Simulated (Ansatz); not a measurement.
# Quasiparticle gap of MoS2 (P6_3/mmc)

Aim: the quasiparticle gap of MoS2 (P6_3/mmc), starting from PBE.

Main program and level: Ansatz 0.2.0; PBE, then G0W0 on it, plane waves, PAW.

The database entry behind the starting cell differs from later determinations by our own check (about 0.3 % long), so it need not match the best structure at ambient conditions.

## (1) Set-up

The structure is hexagonal, space group P6_3/mmc (No. 194). Conventional cell: a = 3.169 Å, b = 3.169 Å, c = 12.324 Å, α = 90.00°, β = 90.00°, γ = 120.00°. Mo has 6 S at 2.41 Å nearest. Nearest to S lie 3 Mo at 2.41 Å. Farther neighbours and most contacts between anions are not listed.

Structure file:

```cif
data_structure
_symmetry_space_group_name_H-M 'P6_3/mmc'
_symmetry_Int_Tables_number 194
_cell_length_a 3.1690
_cell_length_b 3.1690
_cell_length_c 12.3240
_cell_angle_alpha 90.000
_cell_angle_beta 90.000
_cell_angle_gamma 120.000
_cell_volume 107.18
loop_
_atom_site_label
_atom_site_type_symbol
_atom_site_symmetry_multiplicity
_atom_site_Wyckoff_symbol
_atom_site_fract_x
_atom_site_fract_y
_atom_site_fract_z
_atom_site_occupancy
Mo1 Mo 2 c 0.33333 0.66667 0.25000 1
S1 S 4 f 0.33333 0.66667 0.62300 1
```

The cell and positions come from the Crystallography Open Database and are kept as given unless a step says otherwise. The default PAW set here is soft_2. Its files were made with PBE.

## (2) Bands along the symmetry lines

Levels along a band path and on the mesh show where this functional puts the band edges.

This step: DFT, PBE, plane waves, PAW.

Contents of input.yaml:

```yaml
crystal:
  lattice:
    - [3.169, 0.0, 0.0]
    - [-1.5845, 2.7444345046, 0.0]
    - [0.0, 0.0, 12.324]
  atoms:
    - { symbol: Mo, position: [0.3333333333, 0.6666666667, 0.25] }
    - { symbol: Mo, position: [0.6666666667, 0.3333333333, 0.75] }
    - { symbol: S, position: [0.3333333333, 0.6666666667, 0.623] }
    - { symbol: S, position: [0.6666666667, 0.3333333333, 0.123] }
    - { symbol: S, position: [0.3333333333, 0.6666666667, 0.877] }
    - { symbol: S, position: [0.6666666667, 0.3333333333, 0.377] }
kpoints:
  mp_grid: { grid: [12, 12, 2] }
  band_path:
    path:
      - [[0.0, 0.0, 0.0], [0.5, 0.0, 0.0], [0.33333333, 0.33333333, 0.0], [0.0, 0.0, 0.0], [0.0, 0.0, 0.5], [0.5, 0.0, 0.5], [0.33333333, 0.33333333, 0.5], [0.0, 0.0, 0.5]]
      - [[0.5, 0.0, 0.5], [0.5, 0.0, 0.0]]
      - [[0.33333333, 0.33333333, 0.5], [0.33333333, 0.33333333, 0.0]]
    npoints: 10
hamiltonian:
  xc: pbe
scf:
  occupations: { method: fermi_dirac, width: 0.02 }
  n_extra_bands: 6
output:
  eigenvalues: true
  write_density: true
  write_potential: true
  elf: true
  volumetric_format: npy
```

Command:

```bash
$ ansatz run input.yaml --threads 3 --pin off --max-ram 64512MiB --backend cuda --events-out ev --progress --plain --runs-dir out --devices 1 --max-vram 24GiB  # rebuilt from the run's record
```

Numbers of over 12 decimals in the logs are rounded to 6 here.

Log:

```text
scf.n_extra_bands = 6 over 26 filled bands (N_el = 52.0): the run solves 32 bands
GPUs: using 1 of 1 available (devices: 1).
Engine: ansatz 0.2.0, x86_64-unknown-linux-gnu
Pseudopotentials: kind: paw
Pseudopotential: Mo, paw, valence charge 14, recommended cutoff 420 eV (normal), Mo.paw.azcp
Pseudopotential: S, paw, valence charge 6, recommended cutoff 420 eV (normal), S.paw.azcp
Functional definition: PBE
  parameter kappa = 0.804
  parameter beta = 0.066725
  exchange = pbe_x(kappa = kappa, mu = beta*pi^2/3)
  correlation = pbe_c(beta = beta)
device memory: the entry about to start is reckoned to put 2.8 GiB on a device that reports 73.3 GiB free (of which the cap on the GPU budget leaves the run 24.0 GiB)
GPU FFT provider: cuFFT
GPU libraries: cuBLAS 13.8.2, cuFFT 12.4.0, cuSOLVER 12.3.4
Crystal: 6 atoms, lattice volume = 107.183 Å³
Basis set: ecut = 420 eV, 2081 PW (Γ)
Bands: 32, of which v1, the nominal top of the filled ones, is band 26 counted from 1 (25 counted from 0)
Symmetry: 24 space group operations
Space group: P63/mmc (ITA 194), of the structure as read, at distance tolerance 4.8e-5 Å
k-points: 38 of 288
Non-local potential: Mo, projectors of the file, l = 0: 3, l = 1: 2, l = 2: 2, l = 3: 1
Non-local potential: S, projectors of the file, l = 0: 2, l = 1: 2, l = 2: 2
PAW form: soft (Blöchl's): semilocal exchange-correlation on the pseudo side does not see the compensation charge
PAW one-centre angular grid: Mo, 590 points (default); XC on 64 Gauss nodes
PAW one-centre angular grid: S, 110 points (default); XC on 64 Gauss nodes
Initial density: superposition of atomic densities (neutral atoms: chi_scale 0, normalization atom), corrected by the library's trained network
Initial wavefunctions: pseudopotential atomic-orbital guess
GPU buffer pool allocated for 51840 grid points (all kernels)
GPU transforms: local potential and band sums: pruned to the plane-wave sphere, on 24×24×90
Functional: x = pbe(κ = 0.804, μ = 0.219515), c = pbe(β = 0.066725)
SCF iter   1: F=—  HF=-13525.527604 eV  |F-HF|=—  |Δ(HF+E_count)|=         —  Δρ=5.48e-3  dr2=7.50e-3  ethr=1.77e-3  ⟨swp⟩=7.6  Hψ=5527  notcnv=0
preconditioner: auto → Resta (q_TF=auto, 2.418 Å⁻¹)  ε∞=8.7  [insulator: Δε(μ)=0.887 eV  Ē_g=7.750 eV  σ=0.020 eV  W_gap=1.00  n_scr=26 (ndim 8)  ℏωp=21.5 eV  f_vac=0.016  D(μ)=0.00/eV (n_scr^D=0)  ε∞_Penn≈8.7]
SCF iter   2: F=—  HF=-13525.536351 eV  |F-HF|=—  |Δ(HF+E_count)|=   8.75e-3  Δρ=3.13e-3  dr2=2.37e-3  ethr=1.44e-5  ⟨swp⟩=2.0  Hψ=2413  notcnv=0  defer=19
SCF iter   3: F=—  HF=-13525.541125 eV  |F-HF|=—  |Δ(HF+E_count)|=   4.77e-3  Δρ=5.08e-4  dr2=6.55e-4  ethr=4.56e-6  ⟨swp⟩=2.0  Hψ=1993  notcnv=0  defer=19
SCF iter   4: F=—  HF=-13525.541070 eV  |F-HF|=—  |Δ(HF+E_count)|=   5.58e-5  Δρ=1.15e-4  dr2=9.79e-6  ethr=1.26e-6  ⟨swp⟩=2.1  Hψ=1552  notcnv=0  defer=19
SCF iter   5: F=—  HF=-13525.541115 eV  |F-HF|=—  |Δ(HF+E_count)|=   4.58e-5  Δρ=4.31e-5  dr2=1.57e-6  ethr=1.88e-8  ⟨swp⟩=2.0  Hψ=1703  notcnv=0  defer=19
SCF iter   6: F=-13525.541117 eV  HF=-13525.541117 eV  |F-HF|=2.21e-8  |Δ(HF+E_count)|=   1.57e-6  Δρ=8.20e-6  dr2=8.59e-8  ethr=1.92e-10  ⟨swp⟩=4.1  Hψ=4192  notcnv=0
SCF 1 converged in 6 iterations: F = -13525.541117 eV  dr2 = 8.59e-8
  greatest PAW one-centre occupation: 0.998 electrons in one spin orbital (limit 2), on the Mo atom at site 1 (counted from 0), in its partial waves of l = 0
device memory: the entry about to start is reckoned to put 4.1 GiB on a device that reports 71.6 GiB free (of which the cap on the GPU budget leaves the run 24.0 GiB)
NSCF: frozen V_eff on 93 k-points, pencils in batches of 32, up to order 144
SCF converged after 6 iterations
Free energy (F): -13525.541117 eV
Harris-Foulkes:  -13525.541117 eV  (|F-HF|=2.21e-8)
Internal energy: -13525.541117 eV  (E = F + TS)
E sigma→0 (E₀):  -13525.541117 eV
Fermi energy:    11.321621 eV
--- Per-component energies (eV) ---
  E_band       = -312.453273
  E_kinetic    = 1312.078073
  E_local      = -3923.161117  (includes V_loc(G=0)·N_el)
  E_nonlocal   = 398.372739
  E_hartree    = 1508.573290
  E_xc         = -757.135128
  E_vxc        = -810.202464  (∫ρ·V_xc dr)
  E_paw        = -8803.052612  (= ΣΔE_a)
  E_vpaw       = -306.676786  (= ΣTr[D̂ρ^β])
  E_aug_tail   = 0.000083  (compensation charges beyond the density's cutoff)
  E_ewald      = -3261.216446
  E_smearing   = -0.000000  (= −TS)
  E_closure    = -0.000000  (closes the sum)
  Σ components = -13525.541117   (vs F -13525.541117, Δ=0.00e0)
--- Band table (eV; the first three rows and the last of 38) ---
  k-point 0: bands = [... 22 lower, 8.7672, 9.7121, 9.7501, 10.8974, 12.9945, 12.9945, 13.0225, 13.0225, ... 2 higher]
  k-point 1: bands = [... 22 lower, 8.7439, 8.7439, 10.6308, 10.6308, 12.9999, 12.9999, 12.9999, 12.9999, ... 2 higher]
  k-point 2: bands = [... 22 lower, 8.8483, 9.7596, 9.8535, 10.6930, 12.8779, 12.9186, 12.9824, 13.0320, ... 2 higher]
  k-point 37: bands = [... 22 lower, 8.0259, 8.0259, 10.2004, 10.2004, 11.9460, 11.9460, 13.1987, 13.1987, ... 2 higher]
```

Elapsed: 4.1 s, on 1 × NVIDIA H100 80GB HBM3 (shared by 3 runs) with 3 threads of AMD EPYC 7R13 (Zen 3), shared host; peak memory 0.99 GiB; 3.8 s of CPU time.

In the SCF lines HF is the Harris–Foulkes energy and dr2 the Hartree energy of the density residual, in eV; the loop may stop once dr2 is under the threshold and the program's other checks hold. Hψ counts applications of the Hamiltonian.

This step gave:

```
filled bands         : 26
gap                  : 0.8845 eV
valence top at       : Γ
conduction bottom at : k = (0.167, 0.167, 0.000)
least direct gap     : 1.654 eV
```

Over mesh and path the gap is 0.884 eV, from k = Γ to k = (0.167, 0.167, 0.000). The least direct gap found is 1.654 eV, at k = (0.333, 0.333, 0.000).

The electronic bands at the labelled points (eV, zero at the top of the highest nominally filled band):

```csv
point,band 23,band 24,band 25,band 26,band 27,band 28,band 29,band 30
Γ,-2.13,-1.19,-1.15,0.00,2.10,2.10,2.13,2.13
halfway,-2.30,-1.60,-1.49,-1.36,1.21,1.59,1.80,2.04
M,-1.73,-1.53,-1.40,-1.28,1.60,1.64,2.00,2.26
halfway,-2.78,-2.34,-1.09,-0.91,1.44,1.56,2.30,2.41
K,-2.70,-2.70,-0.77,-0.61,1.05,1.05,1.84,2.83
halfway,-1.80,-1.59,-1.49,-1.46,0.88,1.62,1.71,1.80
Γ,-2.13,-1.19,-1.15,0.00,2.10,2.10,2.13,2.13
halfway,-2.14,-1.84,-0.63,-0.06,2.10,2.10,2.12,2.12
A,-2.15,-2.15,-0.27,-0.27,2.10,2.10,2.10,2.10
halfway,-2.05,-2.05,-1.38,-1.38,1.55,1.55,1.69,1.69
L,-1.63,-1.63,-1.33,-1.33,1.62,1.62,2.14,2.14
halfway,-2.60,-2.60,-0.99,-0.99,1.50,1.50,2.33,2.33
H,-2.87,-2.87,-0.70,-0.70,1.05,1.05,2.30,2.30
halfway,-1.75,-1.75,-1.47,-1.47,1.22,1.22,1.81,1.81
A,-2.15,-2.15,-0.27,-0.27,2.10,2.10,2.10,2.10
jump to L,-1.63,-1.63,-1.33,-1.33,1.62,1.62,2.14,2.14
halfway,-1.70,-1.56,-1.38,-1.29,1.60,1.63,2.04,2.22
M,-1.73,-1.53,-1.40,-1.28,1.60,1.64,2.00,2.26
jump to H,-2.87,-2.87,-0.70,-0.70,1.05,1.05,2.30,2.30
halfway,-2.77,-2.77,-0.75,-0.64,1.05,1.05,1.97,2.68
K,-2.70,-2.70,-0.77,-0.61,1.05,1.05,1.84,2.83
```

Electrostatic potential energy in the ac plane at fractional y = 0.333, with atoms of Mo and S within 0.2 Å of it. With pseudopotentials it is smooth inside the atoms' cores, unlike the true potential.

Values in eV, 24 rows by 16 columns, each cell a mean:
```
 15  15  14  14  14  15  15  15  15  15  15  15  15  15  15  15
 12  11  10  10  10  11  13  14  14  15  15  15  15  15  14  13
  8   5   3   2   4   7  10  12  13  13  13  13  13  13  12  11
  8   7   5   5   6   7   9   9   8   6   5   4   5   7   9   9
  7   9  10  10  10   8   3  -5 -17 -28 -32 -32 -29 -21  -9   1
  1   8  10  11   9   4  -8 -28 -45 -46 -46 -46 -46 -45 -35 -14
  3   8  10  11   9   5  -4 -21 -39 -45 -45 -45 -45 -41 -27  -9
  8   9   9   9   9   8   7   3  -4 -11 -15 -16 -12  -6   1   6
  8   5   3   2   4   7   9  10  11  10  10  10  10  11  11  10
 10   7   5   4   6   8  11  12  14  14  14  14  14  14  13  12
 13  13  12  12  12  13  14  14  15  15  15  15  15  15  15  14
 15  15  15  15  15  15  15  15  15  15  15  15  15  15  15  15
 15  15  15  15  15  15  14  14  13  11  11  10  11  12  13  14
 12  14  14  15  14  13  10   4  -5 -13 -17 -17 -15  -8   2   9
  9  12  13  13  13  10   3 -12 -27 -26 -19 -18 -24 -28 -18  -1
  8  10  11  11  11   9   5  -6 -20 -26 -25 -24 -26 -23 -11   2
  7   5   4   3   4   6   7   7   4   0  -3  -3  -1   3   6   7
  1  -4  -8  -9  -6  -1   4   7   9  10  11  11  11  10   8   6
  3  -1  -4  -5  -3   1   5   8   9   9   9   9   9   9   8   6
  8   8   8   7   8   8   7   3  -4 -12 -16 -16 -13  -7   1   6
  8  11  12  12  12   9   3 -12 -26 -26 -21 -20 -25 -28 -17   0
 10  13  14  14  13  11   5  -7 -22 -26 -23 -23 -25 -24 -12   2
 13  14  15  15  15  14  12  10   5   0  -3  -4  -1   3   8  12
 15  15  15  15  15  15  15  15  14  14  14  14  14  14  15  15
```
Columns run along a (3.2 Å; values clipped at the 3rd and 97th percentile), rows up along c (12.3 Å). Atoms in or near the plane, at fractional coordinates: Mo at (0.67, 0.75), S at (0.67, 0.12), S at (0.67, 0.38).

Valence density in the ac plane at fractional y = 0.333, with atoms of Mo and S within 0.2 Å of it. It is the smooth field of the valence electrons, not physical close to the nuclei.

Values in e/Å³, 24 rows by 16 columns, each cell a mean:
```
0.1 0.1 0.1 0.1 0.1 0.1 0.1 0.1 0.0 0.0 0.0 0.0 0.0 0.0 0.0 0.1
0.2 0.3 0.3 0.3 0.3 0.2 0.2 0.1 0.1 0.1 0.1 0.1 0.1 0.1 0.1 0.1
0.4 0.5 0.5 0.6 0.5 0.4 0.3 0.3 0.2 0.2 0.1 0.1 0.1 0.2 0.2 0.3
0.4 0.5 0.5 0.5 0.5 0.5 0.4 0.4 0.4 0.4 0.4 0.4 0.4 0.3 0.3 0.4
0.4 0.4 0.3 0.3 0.3 0.4 0.5 0.8 1.4 2.3 2.9 3.0 2.5 1.7 0.9 0.5
0.5 0.3 0.2 0.2 0.3 0.4 0.8 2.1 4.1 5.9 6.4 6.4 6.2 4.8 2.7 1.1
0.4 0.3 0.3 0.3 0.3 0.4 0.7 1.6 3.2 4.9 5.7 5.8 5.2 3.8 2.1 0.9
0.4 0.4 0.4 0.4 0.4 0.4 0.4 0.5 0.7 1.1 1.4 1.4 1.2 0.8 0.5 0.4
0.4 0.5 0.6 0.6 0.5 0.5 0.4 0.3 0.3 0.2 0.2 0.2 0.2 0.3 0.3 0.4
0.3 0.4 0.5 0.5 0.4 0.4 0.3 0.2 0.1 0.1 0.1 0.1 0.1 0.1 0.2 0.2
0.1 0.2 0.2 0.2 0.2 0.2 0.1 0.1 0.1 0.1 0.0 0.0 0.0 0.1 0.1 0.1
0.1 0.1 0.1 0.1 0.1 0.1 0.1 0.1 0.1 0.1 0.1 0.1 0.1 0.1 0.0 0.0
0.1 0.0 0.0 0.0 0.0 0.1 0.1 0.1 0.2 0.3 0.3 0.3 0.3 0.2 0.2 0.1
0.2 0.1 0.1 0.1 0.1 0.2 0.3 0.5 0.8 0.9 1.0 1.0 1.0 0.8 0.6 0.4
0.4 0.2 0.2 0.1 0.2 0.3 0.6 0.9 1.1 0.9 0.5 0.4 0.8 1.1 1.0 0.7
0.4 0.3 0.2 0.2 0.3 0.4 0.6 0.9 1.1 1.0 0.8 0.8 1.0 1.1 1.0 0.7
0.4 0.4 0.4 0.4 0.4 0.4 0.4 0.5 0.6 0.7 0.7 0.7 0.7 0.6 0.5 0.5
0.5 0.6 0.8 0.9 0.8 0.6 0.4 0.3 0.3 0.3 0.3 0.3 0.3 0.3 0.3 0.4
0.4 0.5 0.7 0.7 0.6 0.5 0.4 0.4 0.4 0.4 0.4 0.4 0.4 0.4 0.4 0.4
0.4 0.3 0.3 0.3 0.3 0.4 0.5 0.7 0.8 0.9 0.9 0.9 0.9 0.9 0.7 0.5
0.4 0.3 0.2 0.2 0.2 0.4 0.6 0.9 1.1 0.9 0.5 0.4 0.8 1.1 1.0 0.7
0.3 0.2 0.1 0.1 0.2 0.3 0.5 0.8 1.0 1.0 0.9 0.8 1.0 1.1 0.9 0.6
0.1 0.1 0.1 0.1 0.1 0.1 0.2 0.3 0.5 0.7 0.8 0.8 0.7 0.6 0.4 0.2
0.1 0.0 0.0 0.0 0.0 0.0 0.1 0.1 0.1 0.1 0.2 0.2 0.2 0.1 0.1 0.1
```
Columns run along a (3.2 Å), rows up along c (12.3 Å). Atoms in or near the plane, at fractional coordinates: Mo at (0.67, 0.75), S at (0.67, 0.12), S at (0.67, 0.38).

(Part 1 of 2 ends here.)

[Paths, hosts, dates, memory and timing lines, banners, echoed tables and standing remarks are left out of the program output.]

[Logs are printed without paths, hosts, clocks, repeated set-up lines and the standing remarks that a program may print on its own settings, such as how far it seeks lower states.]

[Runs of the session that timed out or met a known fault of the program may be left out.]

[Cells called generated may have been cut or substituted from an entry of the Crystallography Open Database or the Materials Project.]

[Hosts, paths, dates, database ids (printed as entryN), source tags and the programs' standing remarks are cut or masked in the printed files.]

[Where an RPA ε∞ is given, it is that of the G0W0 mesh and is not shown converged in it. Names of k-points follow the symmetry that the program found, which can be lower than the space group named. Band edges on a path are those of the sampled points; other points can move an edge, and change direct to indirect where valleys lie close.]

[Hybrid gaps are those of their k-mesh and are not shown converged in it.]
